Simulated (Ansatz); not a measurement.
# Is IrAu in the L11 ordering a stable metal?, part 2 of 2

The plan: relax IrAu in the L11 ordering, check its phonons, and, if the lattice is stable, compute its Eliashberg function and ρ(T).

Ansatz 0.2.0; DFT PBE, scalar-relativistic, plane waves, PAW.

So far. Step 2 (Relaxation): The largest force is now zero by symmetry and the largest stress component 0.013 GPa. Step 3 (Relaxing tightly for phonons): The largest force is now zero by symmetry and the largest stress component 4.2e-4 GPa, small enough for phonons. The relaxed cell has a = 2.830, c = 13.866 Å (conventional setting).

The structure was built from a prototype and need not be the compound's stable phase.

## 4. Phonons by linear response: q 2×2×2, k 6×6×6

Couplings are defined for a stable lattice alone, so phonons come first.

Input file input.yaml:

```yaml
crystal:
  lattice:
    - [4.0023306304, 2.0015366834, 2.0015366834]
    - [2.0015366834, 4.0023306304, 2.0015366834]
    - [2.0015366834, 2.0015366834, 4.0023306304]
  atoms:
    - { symbol: Au, position: [0.0, 0.0, 0.0] }
    - { symbol: Ir, position: [0.5, 0.5, 0.5] }
kpoints:
  mp_grid: { grid: [6, 6, 6] }
hamiltonian:
  xc: pbe
scf:
  occupations: { method: methfessel_paxton, width: 0.2 }
output:
  eigenvalues: true
phonons:
  method: dfpt
  qmesh: [2, 2, 2]
  temperatures: { t_max: 1000, t_step: 50 }
  qpath:
    path:
      - [[0.0, 0.0, 0.0], [0.5, 0.5, 0.5], [0.8125116, 0.1874884, 0.5]]
      - [[0.5, -0.1874884, 0.1874884], [0.5, 0.0, 0.0], [0.0, 0.0, 0.0], [0.3437442, -0.3437442, 0.0]]
      - [[0.6562558, 0.0, 0.3437442], [0.5, 0.0, 0.5], [0.0, 0.0, 0.0]]
    npoints: 10
```

Command:

```bash
ansatz run input.yaml --threads 4 --pin off --max-ram 8192MiB --backend cpu --events-out ev --progress --plain --runs-dir out
```

Numbers of over 12 decimals in the logs are rounded to 6 here.

Output:

```text
[...]
Crystal: 2 atoms, lattice volume = 32.047 Å³
Basis set: ecut = 420 eV, 633 PW (Γ), exchange–correlation on 72×72×72 points (8 copies of the dense FFT grid, shifted against one another)
Bands: 22, of which v1, the nominal top of the filled ones, is band 18 counted from 1 (17 counted from 0)
Symmetry: 12 space group operations
k-points: 32 of 216
[...]
SCF iter   1: F=—  HF=-25083.859627 eV  |F-HF|=—  |Δ(HF+E_count)|=         —  Δρ=9.77e-3  dr2=5.04e-2  ethr=1.77e-3  ⟨swp⟩=4.2  Hψ=2578  notcnv=0
[...]
SCF iter   9: F=-25083.853486 eV  HF=-25083.853486 eV  |F-HF|=1.09e-11  |Δ(HF+E_count)|=  1.09e-11  S|Δr|=    0.00e0  Δρ=1.28e-7  dr2=4.39e-12  ethr=1.00e-12  ⟨swp⟩=4.3  Hψ=3090  notcnv=0
SCF 1 converged in 9 iterations: F = -25083.853486 eV  dr2 = 4.39e-12
[...]
SCF iter   1: F=—  HF=-25083.853486 eV  |F-HF|=—  |Δ(HF+E_count)|=         —  Δρ=2.16e-7  dr2=1.16e-11  ethr=3.15e-9  ⟨swp⟩=4.3  Hψ=5086  notcnv=0
eigensolver tolerance schedule: the retry pair's looser diagonalisation over-reported the residual by 97317.33 of it (diagonalisation noise at 0.11 of the residual, at the tolerance the schedule requests for it); recorded, not acted on — ethr = c·dr2/N_el stays at c = 1.0e-1
[...]
SCF iter   2: F=-25083.853486 eV  HF=-25083.853486 eV  |F-HF|=7.28e-12  |Δ(HF+E_count)|=  3.75e-10  S|Δr|=    0.00e0  Δρ=1.04e-7  dr2=2.16e-12  ethr=1.00e-12  ⟨swp⟩=3.1  Hψ=2707  notcnv=0
SCF 2 converged in 2 iterations: F = -25083.853486 eV  dr2 = 2.16e-12
phonons: the bands overlap, so this run is a metal and interpolates without the dipole-dipole term. If the crystal is really an insulator or semiconductor, its LO-TO splitting is missing
NSCF: frozen V_eff on 32 k-points
WARN: eigensolver did not converge (k=4): 1 band(s) unlocked after 20 sweeps at ethr=1.00e-12 eV (storage-precision floor; scheduled 1.00e-12 eV) (lowest unlocked band 21, counted from 0; max residual 3.62e-5 eV among the unlocked bands, 3.62e-5 eV over every band; other slots of this pass that fall short are told together in one closing line; warning suppressed until the next SCF loop or pass starts)
WARN: eigensolver did not converge in 2 slots of this pass, the one above among them; of largest residual over every band (k=28): 1 band(s) unlocked (lowest unlocked band 21, counted from 0; max residual 1.71e-2 eV among the unlocked bands, 1.71e-2 eV over every band); of lowest unlocked band (k=4): band 21
[...]
DFPT response loops at q = (0, 0, 0) (fractional): preconditioner auto → Kerker (q_TF=auto, 2.782 Å⁻¹) (partly filled bands, converged f_vac=0.000); β = 1.00, the filter's whole step (`scf.mixing.beta` (0.50) is not read by the response loops under this deck's `scf.mixing.preconditioner`; to damp them name `kerker` or `kerker_dos`, under which they read `scf.mixing.beta`, and type it under 1.00, their step now; both keys bind the ground state too); Broyden in place of MSR1
[...]
SCF converged after 9 iterations
Stability not checked: this state was not tested for a lower state beside it, because cold or Methfessel-Paxton smearing, or corrected tetrahedra, fill the levels in a way that the test cannot read (fill_not_monotonic; see scf.lower_state_search)
Free energy (F): -25083.853486 eV
[...]
Internal energy: -25083.846065 eV  (E = F + TS)
E sigma→0 (E₀):  -25083.851631 eV
Entropy (-TS):   -0.007421 eV (-3.711 meV/atom)
Fermi energy:    21.914821 eV
[...]
--- Band table (eV; the first three rows and the last of 32) ---
  k-point 0: bands = [... 14 lower, 18.1775, 20.0978, 20.0978, 21.3538, 22.2004, 22.2004, 27.0829, 35.8524]
  k-point 1: bands = [... 14 lower, 18.4488, 19.3437, 19.9523, 20.5960, 21.8914, 24.6364, 27.3239, 35.9913]
  k-point 2: bands = [... 14 lower, 18.7361, 19.2360, 20.8824, 21.2401, 22.0990, 25.7633, 29.9520, 30.8165]
  k-point 31: bands = [... 14 lower, 18.8969, 18.8969, 19.4351, 19.4351, 21.5580, 21.5580, 34.1271, 34.9376]
--- Phonons (Γ-DFPT): 2 representative perturbations + reference (Σ response iterations 6) ---
  ASR residual: 1.043e-4 → 0.000e0 eV/Å²; symmetrization residual: 2.853e-5 eV/Å²
  ASR residual per site (eV/Å²): 5.81e-5 1.04e-4
  Γ frequencies (cm⁻¹): 0.00 0.00 0.00 92.32 92.32 183.86
--- Phonons (arbitrary-q DFPT): 4 irreducible q on the 2×2×2 mesh ---
  q = [0.0000, 0.0000, 0.0000] (star 1, of the zone-centre solve; hermiticity 9.41e-6, symmetrization 4.81e-13): -0.00 -0.00 0.00 92.32 92.32 183.86
  q = [0.0000, 0.0000, -0.5000] (star 3, 4 solved perturbations in 360 linear systems a pass and spin channel, the states on 112 of 216 k-point pairs; hermiticity 2.96e-6, symmetrization 1.07e-13): -76.81 89.36 93.89 99.72 107.57 177.64
[...]
q = [-0.5000, -0.5000, -0.5000] (star 1, 2 solved perturbations on 68 of 216 k-point pairs; hermiticity 1.08e-12, symmetrization 2.05e-12): 44.77 44.77 65.63 65.63 117.56 129.85
  sum rule: each row above includes the acoustic sum rule's correction from the zone centre's row sums; it moved no ω² by more than (0.53 cm⁻¹)²
  mesh force constants: q→R imaginary residual 2.13e-17; ASR residual 1.043e-4 → 0.000e0 eV/Å²; symmetrization residual 5.329e-15 eV/Å²
  interpolated dispersion: 73 rows × 6 modes
  density of states and harmonic sums: on the 26×26×26 q-mesh, interpolated from the force constants of a 2×2×2 supercell (no non-analytic term)
  largest difference from the sums on the solved wave vectors: F 4.95e-2 eV, S 6.16e-5 and C_V 1.30e-5 eV/K
  zero-point energy: 0.033878 eV/cell   skipped modes (ω ≤ 0): 1594, of them read as no rigid motion or as one in doubt: 1591 (9.832e-1 modes/cell left out, lowest -113.79 cm⁻¹)   left out of the sums: 1.64e-1 of the cell's modes: C_V's classical limit lies that fraction below 3 k_B per atom; for a crystal, a wire or a layer, F and S can be off by more, and a phonons.interpolated_qmesh denser along its periods is the remedy for the sampling
```

Elapsed: 39 s, on 4 threads of Intel Xeon Platinum 8259CL at 2.50GHz (Skylake/Cascade Lake), shared host; peak memory 0.7 GiB; 2.4 min of CPU time.

This step gave:

```yaml
share_of_imaginary_modes_in_the_plain_interpolation_between_solved_wavevectors: 0.1635
highest_frequency_solved_or_plainly_interpolated: 191.4 cm⁻¹
```

Solved on the 2×2×2 mesh alone; all other wavevectors are interpolated. Phonon branches along the path, in cm⁻¹:

```
     point  branch 1  branch 2  branch 3  branch 4  branch 5  branch 6
         Γ         0         0         0        92        92       184
   halfway        25        25        64        82        82       168
         T        45        45        66        66       118       130
   halfway       -78        66        95        99       132       155
        H2       -77        43        95       125       147       168
jump to H0       -77        43        95       125       147       168
   halfway       -58        43        88       119       134       169
         L       -77        89        94       100       108       178
   halfway       -36        43        62        97       135       159
         Γ         0         0         0        92        92       184
   halfway       -37       -19        80       105       144       155
        S0       -72        39        92       126       149       166
jump to S2       -72        39        92       126       149       166
   halfway      -103        71        94       125       136       184
         F      -114        73        95       117       141       191
   halfway       -68        51        69       105       133       165
         Γ         0         0         0        92        92       184
```

The phonon branches as a text plot (rows in cm⁻¹; labels by their first letter):

```
    185 |*                           ****           ******     **
    172 | **        ****   *****   **    **       **      ** **
    160 |         **    ***     * *        *******          *
    147 |   *    *     ****      *          ***** *    *****
    134 |    **********         * *        *      *****     *
    121 |     **     *******   *   *          ****  *****    *
    109 |    *     **       ***     *     * **           **** *
     96 |*      **********   ***************  ***********    ****
     83 | ***  ***        *******           **           **
     71 |  *****  ****         * *         *        *********
     58 |       **    *    *    ***                *       * **
     45 | *  ***       *          ***     *       *         ** *
     32 |   * *         *          ***   **                   *
     20 | **              *         * * *                      **
      7 |*                           **                         *
     -6 |      *                       ***                      *
    -18 |                          *      *****  *             *
    -31 |                *        *         *  **             *
    -44 |       *        **                  ****            *
    -57 |                       **               *
    -69 |        *      *  ** **                            *
    -82 |         **  **     *                    *        *
    -95 |           **                             *      *
   -107 |                                           ******
         Γ   T        H|H    L         Γ         S|S   F        Γ
```

Lowest modes at the softest wavevector of the mesh. The modes at q = (0.500, 0.000, 0.500) (shares of kinetic energy by element, %) (negative means imaginary):

```
mode  frequency (cm⁻¹)  Au %  Ir %
   1            -113.8    16    84
   2              72.6    44    56
   3              94.7    30    70
   4             116.8    56    44
   5             140.6    71    29
   6             191.4    83    17
```

Displacements in mode 1 (-113.8 cm⁻¹), the largest set to 1, in the home cell:
```
Au1  0.31  0.25  0.31
Ir2  0.41 -1.00  0.41
```

Displacements in mode 2 (72.6 cm⁻¹), the largest set to 1, in the home cell:
```
Au1  0.88  0.00 -0.88
Ir2 -1.00  0.00  1.00
```

Among the solved wavevectors the lowest mode, translations apart, is -114 cm⁻¹, imaginary.

## 5. Phonons: q 3×3×3, k 9×9×9

An imaginary mode on so few k-points may come from the sampling, so the phonons are repeated with another q and k mesh.

Changes to input.yaml since step 4:

```diff
@@ -9,3 +9,3 @@
 kpoints:
-  mp_grid: { grid: [6, 6, 6] }
+  mp_grid: { grid: [9, 9, 9] }
 hamiltonian:
@@ -18,3 +18,3 @@
   method: dfpt
-  qmesh: [2, 2, 2]
+  qmesh: [3, 3, 3]
   temperatures: { t_max: 1000, t_step: 50 }
```

Output:

```text
[...]
Crystal: 2 atoms, lattice volume = 32.047 Å³
Basis set: ecut = 420 eV, 633 PW (Γ), exchange–correlation on 72×72×72 points (8 copies of the dense FFT grid, shifted against one another)
Bands: 22, of which v1, the nominal top of the filled ones, is band 18 counted from 1 (17 counted from 0)
Symmetry: 12 space group operations
k-points: 85 of 729
[...]
SCF iter   1: F=—  HF=-25083.871647 eV  |F-HF|=—  |Δ(HF+E_count)|=         —  Δρ=5.85e-3  dr2=1.76e-2  ethr=1.77e-3  ⟨swp⟩=4.2  Hψ=6842  notcnv=0
[...]
SCF iter   9: F=-25083.870242 eV  HF=-25083.870242 eV  |F-HF|=3.64e-12  |Δ(HF+E_count)|=    0.00e0  S|Δr|=    0.00e0  Δρ=1.07e-7  dr2=2.03e-12  ethr=1.00e-12  ⟨swp⟩=5.1  Hψ=7793  notcnv=0
SCF 1 converged in 9 iterations: F = -25083.870242 eV  dr2 = 2.03e-12
[...]
SCF iter   2: F=-25083.870242 eV  HF=-25083.870242 eV  |F-HF|=1.09e-11  |Δ(HF+E_count)|=   4.31e-7  S|Δr|=    0.00e0  Δρ=8.23e-8  dr2=1.07e-12  ethr=1.00e-12  ⟨swp⟩=5.6  Hψ=6974  notcnv=0
SCF 2 converged in 2 iterations: F = -25083.870242 eV  dr2 = 1.07e-12
[...]
SCF converged after 9 iterations
[...]
Free energy (F): -25083.870242 eV
[...]
Internal energy: -25083.868323 eV  (E = F + TS)
E sigma→0 (E₀):  -25083.869762 eV
Entropy (-TS):   -0.001919 eV (-0.960 meV/atom)
Fermi energy:    21.959459 eV
[...]
--- Band table (eV; the first three rows and the last of 85) ---
  k-point 0: bands = [... 14 lower, 18.1784, 20.1214, 20.1214, 21.3546, 22.2253, 22.2253, 27.0828, 35.8593]
  k-point 1: bands = [... 14 lower, 18.3320, 19.7149, 20.3379, 20.3559, 22.0801, 23.7724, 27.1063, 36.3821]
  k-point 2: bands = [... 14 lower, 18.4153, 19.2038, 19.8287, 21.0439, 21.7163, 25.1953, 27.9849, 34.3331]
  k-point 84: bands = [... 14 lower, 18.7416, 19.3009, 19.6903, 19.8141, 21.6052, 21.7780, 34.2910, 35.2379]
[...]
ASR residual: 7.599e-5 → 0.000e0 eV/Å²; symmetrization residual: 2.922e-5 eV/Å²
  ASR residual per site (eV/Å²): 3.91e-5 7.60e-5
  Γ frequencies (cm⁻¹): 0.00 0.00 0.00 91.24 91.24 185.91
--- Phonons (arbitrary-q DFPT): 6 irreducible q on the 3×3×3 mesh ---
[...]
interpolated dispersion: 73 rows × 6 modes
[...]
```

It took 6 min on 4 threads; peak memory 1.6 GiB.

Numbers from this step:

* share of imaginary modes in the plain interpolation between solved wavevectors: 0.0454
* highest frequency, solved or plainly interpolated: 189.7 cm⁻¹

Solved on the 3×3×3 mesh alone; all other wavevectors are interpolated. Phonon branches along the path, in cm⁻¹:

```
     point  branch 1  branch 2  branch 3  branch 4  branch 5  branch 6
         Γ         0         0         0        91        91       186
   halfway        27        27        67        81        81       170
         T        46        46        64        64       120       133
   halfway        62        85        93        95       144       155
        H2       -69       -44       101       121       145       165
jump to H0       -69       -44       101       121       145       165
   halfway       -44        49        99       113       130       168
         L        57        92        98       104       109       176
   halfway        54        66       100       102       134       160
         Γ         0         0         0        91        91       186
   halfway        51        74        99       107       143       156
        S0       -70       -46       100       122       147       162
jump to S2       -70       -46       100       122       147       162
   halfway       -34        30        97       120       141       182
         F        29        55       102       110       151       190
   halfway        48        59       104       107       133       167
         Γ         0         0         0        91        91       186
```

The phonon branches as a text plot (rows in cm⁻¹; labels by their first letter):

```
    184 |**                          *****          ******     **
    173 |  *        ***    *****   **     *        *      *  **
    163 |          *   ****     * *        *  *** *        **
    152 |   *     *     *        *          **   *   ******
    141 |    *  ***** ** **     *           * *** * *      *
    130 |     ***    **        *  *        *      **        *
    119 |    **      * *****  *    *      *   ****  *        *
    108 |           *      ***   *  *    * ***       **********
     97 |   *     ********************* *****  ************  ****
     86 |**     ***         ** *   *   *  *  **
     76 |  **  **  *            **  *       **                *
     65 |  * ****** *      *  ** **      * *  *          ****
     54 |     **   *         *    ** *    * *         *** ** * *
     43 | *  *       *      *      **    * * *       *   *  ***
     32 |  **       *     *         *** * *    **   * ***     ***
     21 | *                          ** **                     **
     10 |*                            * *            *          *
     -1 |                              *
    -11 |                                     *
    -22 |             *  * *
    -33 |            *                           * **
    -44 |              **                         *
    -55 |             *   *                    **  *
    -66 |              ***                       **
         Γ   T        H|H    L         Γ         S|S   F        Γ
```

Lowest modes at the softest wavevector of the mesh. The modes at q = (0.333, 0.000, -0.333) (shares of kinetic energy by element, %) (negative means imaginary):

```
mode  frequency (cm⁻¹)  Au %  Ir %
   1             -71.2    14    86
   2             -45.2     1    99
   3             100.3    19    81
   4             119.4    84    16
   5             150.3    99     1
   6             158.9    83    17
```

Displacements in mode 1 (-71.2 cm⁻¹), the largest set to 1, in the home cell:
```
Au1 -0.33 -0.19 -0.33
Ir2 -0.53  1.00 -0.53
```

Displacements in mode 3 (100.3 cm⁻¹), the largest set to 1, in the home cell:
```
Au1  0.16 -0.78  0.16
Ir2  0.98  1.00  0.98
```

Phonopy on the run's constants, 21x21x21 mesh, Gaussian sigma 2.0 cm⁻¹. Table of modes by wavenumber; read off at these points; values in 1/cm⁻¹/cell:

```
wavenumber (cm⁻¹)       Au       Ir
            -80.0        0        0
            -75.0   2.8e-5   1.8e-4
            -70.0   4.4e-4  0.00269
            -65.0   4.4e-4  0.00251
            -60.0   8.6e-4  0.00467
            -55.0   8.2e-4  0.00422
            -50.0   1.2e-4   5.5e-4
            -45.0  0.00131  0.00738
            -40.0   8.5e-4  0.00578
            -35.0   6.4e-4  0.00465
            -30.0   4.9e-4  0.00425
            -25.0   5.0e-4  0.00268
            -20.0   6.2e-4  0.00254
            -15.0   5.9e-4  0.00246
            -10.0   2.2e-4  0.00139
             -5.0   1.6e-4   5.2e-4
              0.0   9.2e-5   3.4e-4
              5.0   2.7e-4  0.00141
             10.0   4.2e-4  0.00205
             15.0  0.00145  0.00480
             20.0  0.00167  0.00461
             25.0  0.00221  0.00552
             30.0  0.00368  0.00859
             35.0  0.00462  0.00936
             40.0  0.00695   0.0139
             45.0  0.00834   0.0158
             50.0   0.0141   0.0267
             55.0   0.0137   0.0281
             60.0   0.0145   0.0275
             65.0   0.0164   0.0290
             70.0   0.0134   0.0236
             75.0   0.0112   0.0191
             80.0  0.00915   0.0166
             85.0  0.00786   0.0152
             90.0   0.0141   0.0239
             95.0   0.0245   0.0518
             98.7   0.0297   0.0781
            100.0   0.0285   0.0756
            105.0   0.0280   0.0309
            110.0   0.0320   0.0123
            115.0   0.0264  0.00484
            120.0   0.0240  0.00472
            125.0   0.0183  0.00476
            130.0   0.0175  0.00573
            135.0   0.0271  0.00994
            140.0   0.0361   0.0146
            145.0   0.0277   0.0127
            150.0   0.0129  0.00684
            155.0   0.0117  0.00609
            160.0   0.0227  0.00865
            165.0   0.0302  0.00939
            167.1   0.0307  0.00881
            170.0   0.0303  0.00757
            175.0   0.0250  0.00542
            180.0   0.0153  0.00362
            185.0  0.00807  0.00187
            190.0  0.00170   3.5e-4
            195.0   2.0e-5   5.0e-6
            200.0        0        0
```

No LO-TO term; unit eigenvectors of the mass-weighted matrix. The modes at Γ (shares of kinetic energy by element, %):

```
mode  frequency (cm⁻¹)  symmetry  Au %  Ir %
   1               0.0   unnamed    51    49
   2               0.0   unnamed    51    49
   3               0.0   unnamed    51    49
   4              91.2        Eu    49    51
   5              91.2        Eu    49    51
   6             185.9       A2u    49    51
```

Displacements in mode 4 (91.2 cm⁻¹), the largest set to 1:
```
Au1  0.00 -0.98  0.98
Ir2  0.00  1.00 -1.00
```

Displacements in mode 6 (185.9 cm⁻¹), the largest set to 1:
```
Au1 -0.98 -0.98 -0.98
Ir2  1.00  1.00  1.00
```

Among the solved wavevectors the lowest mode, translations apart, is -71.2 cm⁻¹, imaginary.

## 6. What came out

```json
{
  "phonon run of the rows without a label of their own": "PBE, q 3×3×3, k 9×9×9",
  "softest mode on the q mesh": "-71.2 cm⁻¹ at q = (0.333, 0, -0.333)",
  "highest frequency, solved or plainly interpolated": "190 cm⁻¹"
}
```

The lattice is dynamically unstable at this level: a mode at q = (0.333, 0, -0.333) is imaginary, 71.2i cm⁻¹, so no harmonic coupling constant or resistivity is defined for this structure. These meshes are coarse, and single modes of a metal can move by tens of cm⁻¹ with the k mesh. The coarser mesh found an imaginary mode at another wavevector, which this mesh lacks. Spin–orbit coupling, left out here, matters for Au and Ir. The structure was built by hand as an ordered model, and its stability against other phases was not tested.

[Logs are printed without paths, hosts, clocks, repeated set-up lines and the standing remarks that a program may print on its own settings, such as how far it seeks lower states.]

[Hosts, paths, dates, database ids (printed as entryN), source tags and the programs' standing remarks are cut or masked in the printed files.]
